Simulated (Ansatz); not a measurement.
**MoS2 monolayer (1T): modes against biaxial strain in the plane of the sheet**

Wanted: the shifts of the zone-centre modes of MoS2 monolayer (1T) with strain.

Calculated with Ansatz 0.2.0; DFT PBEsol, scalar-relativistic, plane waves, PAW; PAW set soft_1.

## 1. Set-up

The cell holds 3 atoms: 1 Mo and 2 S. Its edges and angles: a = 3.170 Å, b = 3.170 Å, c = 29.504 Å, α = 90.0°, β = 90.0°, γ = 120.0°. Vacuum lies along c. The height across the vacuum is the one that the program set for its solve, not the one typed.

## 2. A rough relaxation first

The start is far from rest, so a relaxation with loose tolerances brings it close first. The program lengthens the typed cell of 20.0 Å along the normal to 29.5 Å, as its cut-off of the electrostatics needs, and moves no atom.

Contents of input.yaml:

```yaml
crystal:
  lattice:
    - [3.17, 0.0, 0.0]
    - [-1.585, 2.7453, 0.0]
    - [0.0, 0.0, 20.0]
  atoms:
    - { symbol: Mo, position: [0.0, 0.0, 0.5] }
    - { symbol: S, position: [0.333333, 0.666667, 0.5713] }
    - { symbol: S, position: [0.666667, 0.333333, 0.4287] }
  periodic: [true, true, false]
kpoints:
  mp_grid: { grid: [9, 9, 1] }
hamiltonian:
  xc: pbesol
  pseudopotentials: { kind: paw, azcp: { folder: soft_1 }, xc_functional: pbe }
scf:
  occupations: { method: gaussian, width: 0.1 }
output:
  forces: true
  stress: true
  eigenvalues: true
relax:
  adjacent_minimum: "off"
  f_tol: 0.05
  max_steps: 80
  cell: { stress_2d_tol: 0.02 }
```

Started as:

```sh
ansatz run input.yaml --threads 4 --pin off --max-ram 16384MiB --backend cpu --events-out ev --progress --plain --runs-dir out
```

Numbers of over 12 decimals in the logs are rounded to 6 here.

Log:

```text
[...]
F+E_penalty+E_count = -6669.32910748 eV   max|allowed force component| = 3.177e-3 eV/Å   (the final SCF, on the basis selected at the relaxed cell)
  cell:  # Å, volume = 248.1972 Å³
    - [3.116683, 0.0, 0]
    - [-1.558342, 2.699127, 0]
    - [0, 0, 29.504]
  atoms:
    - { symbol: Mo, position: [0, 0, 0.338937] }
    - { symbol: S, position: [0.333333, 0.666667, 0.393233] }
    - { symbol: S, position: [0.666667, 0.333333, 0.284641] }
[key lines of the parts left out:]
SCF converged after 6 iterations
Free energy (F): -6669.329107 eV
Fermi energy:    -5.167228 eV
P = ½ c Tr σ = -0.0080 N/m
```

It took 6.5 s on 4 threads of Arm Neoverse V2, shared host; peak memory 0.51 GiB.

Relaxation path:

| step | energy less that of the first step (eV) | largest force component (eV/Å) | volume (Å³) |
| --- | --- | --- | --- |
| 1 | 0.0000 | 2.6057 | 256.76 |
| 2 | -0.3754 | 0.2210 | 250.66 |
| 3 | -0.3797 | 0.0364 | 248.96 |
| 4 | -0.3799 | 0.0030 | 248.20 |
| 5* | -0.3796 | 0.0032 | 248.20 |

Relaxation steps marked * repeat the geometry before them on a plane-wave basis chosen anew for their cell, so energy and pressure can jump there.

The run keeps the 12 symmetry operations that it works with, so distortions that break them were not tested.

| cell as run | before | after | change |
| --- | --- | --- | --- |
| a (Å) | 3.170 | 3.117 | -1.7 % |
| b (Å) | 3.170 | 3.117 | -1.7 % |

The atoms that moved most (Å, along periodic axes as changes of fractional coordinates times the final cell, across vacuum about the mean position):

| atom | dx | dy | dz | length |
| --- | --- | --- | --- | --- |
| S3 | 0.000 | 0.000 | -0.176 | 0.176 |
| S2 | 0.000 | 0.000 | 0.176 | 0.176 |

Final coordinates:

```xyz
3
Lattice="3.1167 0.0000 0.0000 -1.5583 2.6991 0.0000 0.0000 0.0000 29.5040" Properties=species:S:1:pos:R:3
Mo    0.0000    0.0000   10.0000
S     0.0000    1.7994   11.6019
S     1.5583    0.8997    8.3981
```

This step gave:

```
gap on the k-mesh : 0 eV
area per atom     : 2.804 Å²
```

The relaxation ends with a largest force component of 0.0032 eV/Å.

## 3. Relaxation

Harmonic phonons are second derivatives at a point where the forces vanish, and they are wanted at zero stress, so atoms and cell are relaxed first.

Contents of input.yaml:

```yaml
crystal:
  lattice:
    - [3.1166831615, 0.0, 0.0]
    - [-1.5583415807, 2.6991267934, 0.0]
    - [0.0, 0.0, 29.504]
  atoms:
    - { symbol: Mo, position: [0.0, 0.0, 0.3389370933] }
    - { symbol: S, position: [0.3333333333, 0.6666666667, 0.3932328887] }
    - { symbol: S, position: [0.6666666667, 0.3333333333, 0.2846412978] }
  periodic: [true, true, false]
kpoints:
  mp_grid: { grid: [15, 15, 1] }
hamiltonian:
  xc: pbesol
  pseudopotentials: { kind: paw, azcp: { folder: soft_1 }, xc_functional: pbe }
scf:
  occupations: { method: gaussian, width: 0.1 }
output:
  forces: true
  stress: true
  eigenvalues: true
  write_density: true
  write_potential: true
  elf: true
  volumetric_format: npy
relax:
  adjacent_minimum: "off"
  f_tol: 0.005
  max_steps: 80
  cell: { stress_2d_tol: 0.02 }
```

Log:

```text
[...]
Crystal: 3 atoms, lattice volume = 248.197 Å³
Basis set: ecut = 420 eV, 4803 PW (Γ), exchange–correlation on 48×48×400 points (8 copies of the dense FFT grid, shifted against one another)
Bands: 17, of which v1, the nominal top of the filled ones, is band 13 counted from 1 (12 counted from 0)
Symmetry: 12 space group operations
[...]
k-points: 27 of 225
[...]
SCF iter   1: F=—  HF=-6670.810395 eV  |F-HF|=—  |Δ(HF+E_count)|=         —  Δρ=4.09e-2  dr2=6.64e0  ethr=3.10e-3  ⟨swp⟩=17.1  Hψ=5139  notcnv=0
[...]
SCF iter  10: F=-6669.323740 eV  HF=-6669.323740 eV  |F-HF|=2.22e-10  |Δ(HF+E_count)|=   1.79e-9  Δρ=3.66e-8  dr2=3.06e-12  ethr=1.00e-12  ⟨swp⟩=10.1  Hψ=3477  notcnv=0
SCF 1 converged in 10 iterations: F = -6669.323740 eV  dr2 = 3.06e-12
[...]
relax step   1: F+E_penalty+E_count = -6669.32374038 eV  Δ(F+E_penalty+E_count) = +0.000e0 eV  max|allowed force component| = 3.002e-2 eV/Å  Δτ_max = 0.0000 Å  P = -0.023 N/m  Ω = 248.197 Å³  fix = [c, alpha, beta]  reactions: c -0.000 N/m  (10 SCF iters, dr2 threshold 1.00e-7 eV, accepted)
Crystal: 3 atoms, lattice volume = 247.725 Å³
[...]
SCF iter   4: F=-6669.323903 eV  HF=-6669.323903 eV  |F-HF|=3.01e-8  |Δ(HF+E_count)|=   2.68e-9  Δρ=2.42e-6  dr2=9.96e-9  ethr=2.17e-10  ⟨swp⟩=18.6  Hψ=6168  notcnv=0
SCF 2 converged in 4 iterations: F = -6669.323903 eV  dr2 = 9.96e-9
relax step   2: F+E_penalty+E_count = -6669.32390286 eV  Δ(F+E_penalty+E_count) = -1.625e-4 eV  max|allowed force component| = 3.109e-3 eV/Å  Δτ_max = 0.0038 Å  P = -0.056 N/m  Ω = 247.725 Å³  energy of the carried Pulay correction = +1.949e-5 eV  fix = [c, alpha, beta]  reactions: c -0.000 N/m  (4 SCF iters, dr2 threshold 5.63e-8 eV, accepted)
Crystal: 3 atoms, lattice volume = 247.480 Å³
[...]
SCF iter   4: F=-6669.323926 eV  HF=-6669.323926 eV  |F-HF|=5.36e-9  |Δ(HF+E_count)|=   1.39e-8  Δρ=1.04e-6  dr2=3.70e-9  ethr=1.72e-11  ⟨swp⟩=16.2  Hψ=5795  notcnv=0
SCF 3 converged in 4 iterations: F = -6669.323926 eV  dr2 = 3.70e-9
relax step   3: F+E_penalty+E_count = -6669.32392610 eV  Δ(F+E_penalty+E_count) = -2.324e-5 eV  max|allowed force component| = 1.166e-3 eV/Å  Δτ_max = 0.0007 Å  P = -0.007 N/m  Ω = 247.480 Å³  energy of the carried Pulay correction = +2.961e-5 eV  fix = [c, alpha, beta]  reactions: c -0.000 N/m  (4 SCF iters, dr2 threshold 4.47e-9 eV, accepted)
[...]
SCF iter   6: F=-6669.323893 eV  HF=-6669.323893 eV  |F-HF|=2.27e-11  |Δ(HF+E_count)|=  2.39e-10  Δρ=1.62e-8  dr2=6.53e-13  ethr=1.00e-12  ⟨swp⟩=16.0  Hψ=3925  notcnv=0
SCF 4 converged in 6 iterations: F = -6669.323893 eV  dr2 = 6.53e-13
relax step   4: F+E_penalty+E_count = -6669.32389264 eV  Δ(F+E_penalty+E_count) = +3.346e-5 eV  max|allowed force component| = 1.144e-3 eV/Å  Δτ_max = 0.0000 Å  P = -0.007 N/m  Ω = 247.480 Å³  fix = [c, alpha, beta]  reactions: c -0.000 N/m  stress off target by 7.22e-3 N/m on what of the cell is left free  SCF on the basis re-selected at this cell (its energy is not comparable with the rows above)  (6 SCF iters)
[...]
SCF converged after 6 iterations
Free energy (F): -6669.323893 eV
[...]
Internal energy: -6669.315261 eV  (E = F + TS)
E sigma→0 (E₀):  -6669.319577 eV
Entropy (-TS):   -0.008631 eV (-2.877 meV/atom)
Fermi energy:    -5.084607 eV
[...]
--- Forces (eV/Å), atoms counted from 1 ---
  atom   1  Mo     0.00000000     0.00000000     0.00000000
  atom   2  S      0.00000000     0.00000000    -0.00114423
  atom   3  S      0.00000000    -0.00000000     0.00114423
  max |Σ_I F_I| component: 4.63e-18 eV/Å
--- 2D stress c σ (N/m, compression-positive) ---
       -0.007223      -0.000000       0.000000
       -0.000000      -0.007223      -0.000000
        0.000000      -0.000000      -0.000000
  P = ½ c Tr σ = -0.0072 N/m
--- Band table (eV; the first three rows and the last of 27) ---
  k-point 0: bands = [... 9 lower, -8.2946, -6.3327, -5.9749, -5.9749, -5.0739, -5.0739, -1.7868, -1.7868]
  k-point 1: bands = [... 9 lower, -7.9688, -6.4916, -6.2367, -6.2219, -4.9896, -4.8320, -2.0527, -1.8291]
  k-point 2: bands = [... 9 lower, -7.7775, -7.2310, -6.6420, -6.2979, -4.8720, -4.4816, -2.5312, -1.8995]
  k-point 26: bands = [... 9 lower, -9.0611, -9.0611, -9.0380, -4.6928, -4.6928, -4.0368, -1.7798, -1.7798]
--- Relaxed structure (3 steps of the walk, 3 accepted, 1 SCFs on fresh bases) ---
[...]
cell:  # Å, volume = 247.4798 Å³
    - [3.112176, -2.882581979540107e-11, 0]
    - [-1.556088, 2.695223, 0]
    - [0, 0, 29.504]
  atoms:
    - { symbol: Mo, position: [0, 0, 0.338937] }
    - { symbol: S, position: [0.333333, 0.666667, 0.393388] }
    - { symbol: S, position: [0.666667, 0.333333, 0.284486] }
```

Run time: 9.8 s. Hardware: 4 threads; peak memory 0.58 GiB; 36 s of CPU time.

Step by step:

| step | energy less that of the first step (eV) | largest force component (eV/Å) | volume (Å³) |
| --- | --- | --- | --- |
| 1 | 0.0000 | 0.0300 | 248.20 |
| 2 | -0.0002 | 0.0031 | 247.72 |
| 3 | -0.0002 | 0.0012 | 247.48 |
| 4* | -0.0002 | 0.0011 | 247.48 |

Relaxation steps marked * repeat the geometry before them on a plane-wave basis chosen anew for their cell, so energy and pressure can jump there.

Forces are held to the 12 operations that the run works with; a distortion that breaks them can't arise in this run.

| cell as run | before | after | change |
| --- | --- | --- | --- |
| a (Å) | 3.117 | 3.112 | -0.1 % |
| b (Å) | 3.117 | 3.112 | -0.1 % |

Final coordinates:

```xyz
3
Lattice="3.1122 0.0000 0.0000 -1.5561 2.6952 0.0000 0.0000 0.0000 29.5040" Properties=species:S:1:pos:R:3
Mo    0.0000    0.0000   10.0000
S     0.0000    1.7968   11.6065
S     1.5561    0.8984    8.3935
```

Numbers from this step:

| Quantity | Value |
| --- | --- |
| area per atom | 2.796 Å² |

Electrostatic potential energy in the ac plane at fractional y = 0.333, with atoms of S within 0.2 Å of it. With pseudopotentials it is smooth inside the atoms' cores, unlike the true potential.

Ten even steps from '_' (-18 eV) to '@' (0 eV), each cell a mean:
```
@@@@@@@@@@@@@@@@@@@@@@@@@@@@@@@@
@@@@@@@@@@@@@@@@@@@@@@@@@@@@@@@@
@@@@@@@@@@@@@@@@@@@@@@@@@@@@@@@@
@@@@@@@@@@@@@@@@@@@@@@@@@@@@@@@@
@@@@@@@@@@@@@@@@@@@@@@@@@@@@@@@@
@@@@@@@@@@@@@@@@@@@@@@@@@@@@@@@@
@@@@@@@@@@@@@@@@@@@@@@@@@@@@@@@@
@@@@@@@@@@@@@@@@@@@@@@@@@@@@@@@@
@@@@@@@@@@@@@@@@@@@@@@@@@@@@@@@@
@@@@@@@@@@@@@@@@@@@@@@@@@@@@@@@@
@@@@@@@@@@@@@@@@@@@@@@@@@@@@@@@@
@@@@@@@@@@@@@@@@@@@@@@@@@@@@@@@@
@@@@@@@@@@@@@@@@@@@@@@@@@@@@@@@@
@@%%%%%%%%@@@@@@@@@@@@@@@@@@@@@@
++==--::--++**##%%%%%%%%%%%%####
::________..==++**##########**==
==============::............::--
##%%%%%%%%##++::..__________..--
@@@@@@@@@@@@@@@@@@@@@@@@@@@@@@@@
@@@@@@@@@@@@@@@@@@@@@@@@@@@@@@@@
@@@@@@@@@@@@@@@@@@@@@@@@@@@@@@@@
@@@@@@@@@@@@@@@@@@@@@@@@@@@@@@@@
@@@@@@@@@@@@@@@@@@@@@@@@@@@@@@@@
@@@@@@@@@@@@@@@@@@@@@@@@@@@@@@@@
```
Columns run along a (3.1 Å; values clipped at the 3rd and 97th percentile), rows up along c (29.5 Å). Atoms in or near the plane, at fractional coordinates: S at (0.67, 0.28).

Valence density in the ac plane at fractional y = 0.333, with atoms of S within 0.2 Å of it. It is the smooth field of the valence electrons, not physical close to the nuclei.

Ten even steps from '0' (0.00 × 1e-1 e/Å³) to '9' (8.42 × 1e-1 e/Å³), each cell a mean:
```
0000000000000000
0000000000000000
0000000000000000
0000000000000000
0000000000000000
0000000000000000
0000000000000000
0000000000000000
0000000000000000
0000000000000000
0000000000000000
0000000000000000
0000000000000000
0111110000000000
4677654211101123
5799864322212234
5444445799889986
3111124799889985
0000000000000000
0000000000000000
0000000000000000
0000000000000000
0000000000000000
0000000000000000
```
Columns run along a (3.1 Å), rows up along c (29.5 Å). Atoms in or near the plane, at fractional coordinates: S at (0.67, 0.28).

ELF in the ac plane at fractional y = 0.333, with atoms of S within 0.2 Å of it. It is the smooth field of the valence electrons, not physical close to the nuclei.

Ten even steps from '_' (0.00) to '@' (0.84), each cell a mean:
```
________________________________
________________________________
________________________________
________________________________
________________________________
________________________________
________________________________
________________________________
________________________________
________________________________
________________________________
________________________________
________________________________
==++****++==--..____________..::
##%%@@@@@@%%**==::..______..--**
------------::::::::::::::::::::
++--::::--==**####**++++**####**
##==....--**@@@@@@##****##@@@@@@
..________..--==**########**++--
________________________________
________________________________
________________________________
________________________________
________________________________
```
Columns run along a (3.1 Å), rows up along c (29.5 Å). Atoms in or near the plane, at fractional coordinates: S at (0.67, 0.28).

## 4. Tight relaxation

Phonons need small forces and stress, so the relaxation is finished with tight tolerances on 15×15×1 k points.

input.yaml, the sections that differ from step 3:

```yaml
crystal:
  lattice:
    - [3.1121757654, 0.0, 0.0]
    - [-1.5560878827, 2.6952232739, 0.0]
    - [0.0, 0.0, 29.504]
  atoms:
    - { symbol: Mo, position: [0.0, 0.0, 0.3389370933] }
    - { symbol: S, position: [0.3333333333, 0.6666666667, 0.3933877148] }
    - { symbol: S, position: [0.6666666667, 0.3333333333, 0.2844864717] }
  periodic: [true, true, false]
scf:
  occupations: { method: methfessel_paxton, width: 0.2 }
relax:
  adjacent_minimum: "off"
  f_tol: 0.001
  max_steps: 60
  cell: { stress_2d_tol: 0.002 }
# kpoints, hamiltonian, output: as in step 3
```

Log:

```text
[...]
Crystal: 3 atoms, lattice volume = 247.480 Å³
Basis set: ecut = 420 eV, 4803 PW (Γ), exchange–correlation on 48×48×400 points (8 copies of the dense FFT grid, shifted against one another)
Bands: 17, of which v1, the nominal top of the filled ones, is band 13 counted from 1 (12 counted from 0)
Symmetry: 12 space group operations
[...]
k-points: 27 of 225
[...]
k-point 26: bands = [... 9 lower, -9.0607, -9.0607, -9.0377, -4.6921, -4.6921, -4.0368, -1.7786, -1.7786]
--- Relaxed structure (2 steps of the walk, 2 accepted, 1 SCFs on fresh bases) ---
[...]
cell:  # Å, volume = 247.4581 Å³
    - [3.112040, 0.0, 0]
    - [-1.556020, 2.695105, 0]
    - [0, 0, 29.504]
  atoms:
    - { symbol: Mo, position: [0, 0.0, 0.338937] }
    - { symbol: S, position: [0.333333, 0.666667, 0.393383] }
    - { symbol: S, position: [0.666667, 0.333333, 0.284492] }
[key lines of the parts left out:]
SCF converged after 10 iterations
Free energy (F): -6669.320290 eV
Fermi energy:    -5.077092 eV
P = ½ c Tr σ = 0.0014 N/m
```

Elapsed: 7 s, on 4 threads; peak memory 0.56 GiB.

Little changed from the start: no atom moved by 0.005 Å and no cell edge by 0.1 %.

Valence density in the ac plane at fractional y = 0.000, with atoms of Mo within 0.2 Å of it. It is the smooth field of the valence electrons, not physical close to the nuclei.

Ten steps, logarithmic in the rise over the least value, from '0' (0.0 e/Å³) to '9' (5.1 e/Å³), each cell a mean:
```
0000000000000000
0000000000000000
0000000000000000
0000000000000000
0000000000000000
0000000000000000
0000000000000000
0000000000000000
0000000000000000
0000000000000000
0000000000000000
0000000000000000
0000000000000000
0001112222211100
3333444555444333
9998654444456899
8876544444445678
2222334444433222
0000000000000000
0000000000000000
0000000000000000
0000000000000000
0000000000000000
0000000000000000
```
Columns run along a (3.1 Å), rows up along c (29.5 Å). Atoms in or near the plane, at fractional coordinates: Mo at (0.00, 0.34).

ELF in the ac plane at fractional y = 0.000, with atoms of Mo within 0.2 Å of it. It is the smooth field of the valence electrons, not physical close to the nuclei.

Ten even steps from '0' (0.00) to '9' (0.77), each cell a mean:
```
0000000000000000
0000000000000000
0000000000000000
0000000000000000
0000000000000000
0000000000000000
0000000000000000
0000000000000000
0000000000000000
0000000000000000
0000000000000000
0000000000000000
0000000000000000
0001245676542100
1224689999986422
6777533454335777
5555456777654555
0113579999975311
0000012333210000
0000000000000000
0000000000000000
0000000000000000
0000000000000000
0000000000000000
```
Columns run along a (3.1 Å), rows up along c (29.5 Å). Atoms in or near the plane, at fractional coordinates: Mo at (0.00, 0.34).

Electrostatic potential energy in the ac plane at fractional y = 0.000, with atoms of Mo within 0.2 Å of it. With pseudopotentials it is smooth inside the atoms' cores, unlike the true potential.

Ten even steps from '_' (-23 eV) to '@' (0 eV), each cell a mean:
```
@@@@@@@@@@@@@@@@@@@@@@@@@@@@@@@@
@@@@@@@@@@@@@@@@@@@@@@@@@@@@@@@@
@@@@@@@@@@@@@@@@@@@@@@@@@@@@@@@@
@@@@@@@@@@@@@@@@@@@@@@@@@@@@@@@@
@@@@@@@@@@@@@@@@@@@@@@@@@@@@@@@@
@@@@@@@@@@@@@@@@@@@@@@@@@@@@@@@@
@@@@@@@@@@@@@@@@@@@@@@@@@@@@@@@@
@@@@@@@@@@@@@@@@@@@@@@@@@@@@@@@@
@@@@@@@@@@@@@@@@@@@@@@@@@@@@@@@@
@@@@@@@@@@@@@@@@@@@@@@@@@@@@@@@@
@@@@@@@@@@@@@@@@@@@@@@@@@@@@@@@@
@@@@@@@@@@@@@@@@@@@@@@@@@@@@@@@@
@@@@@@@@@@@@@@@@@@@@@@@@@@@@@@@@
@@@@@@@@@@@@@@@@@@@@@@@@@@@@@@@@
##########**++++==++++**########
________..::++######++::..______
::::::--==++**********++==--::::
@@@@@@%%%%####******####%%%%@@@@
@@@@@@@@@@@@@@@@@@@@@@@@@@@@@@@@
@@@@@@@@@@@@@@@@@@@@@@@@@@@@@@@@
@@@@@@@@@@@@@@@@@@@@@@@@@@@@@@@@
@@@@@@@@@@@@@@@@@@@@@@@@@@@@@@@@
@@@@@@@@@@@@@@@@@@@@@@@@@@@@@@@@
@@@@@@@@@@@@@@@@@@@@@@@@@@@@@@@@
```
Columns run along a (3.1 Å; values clipped at the 3rd and 97th percentile), rows up along c (29.5 Å). Atoms in or near the plane, at fractional coordinates: Mo at (0.00, 0.34).

The largest force component left is 0.63 meV/Å, within the tolerances set.

(Part 1 of 2 ends here.)

[Logs are printed without paths, hosts, clocks, repeated set-up lines and the standing remarks that a program may print on its own settings, such as how far it seeks lower states.]

[Hosts, paths, dates, database ids (printed as entryN), source tags and the programs' standing remarks are cut or masked in the printed files.]
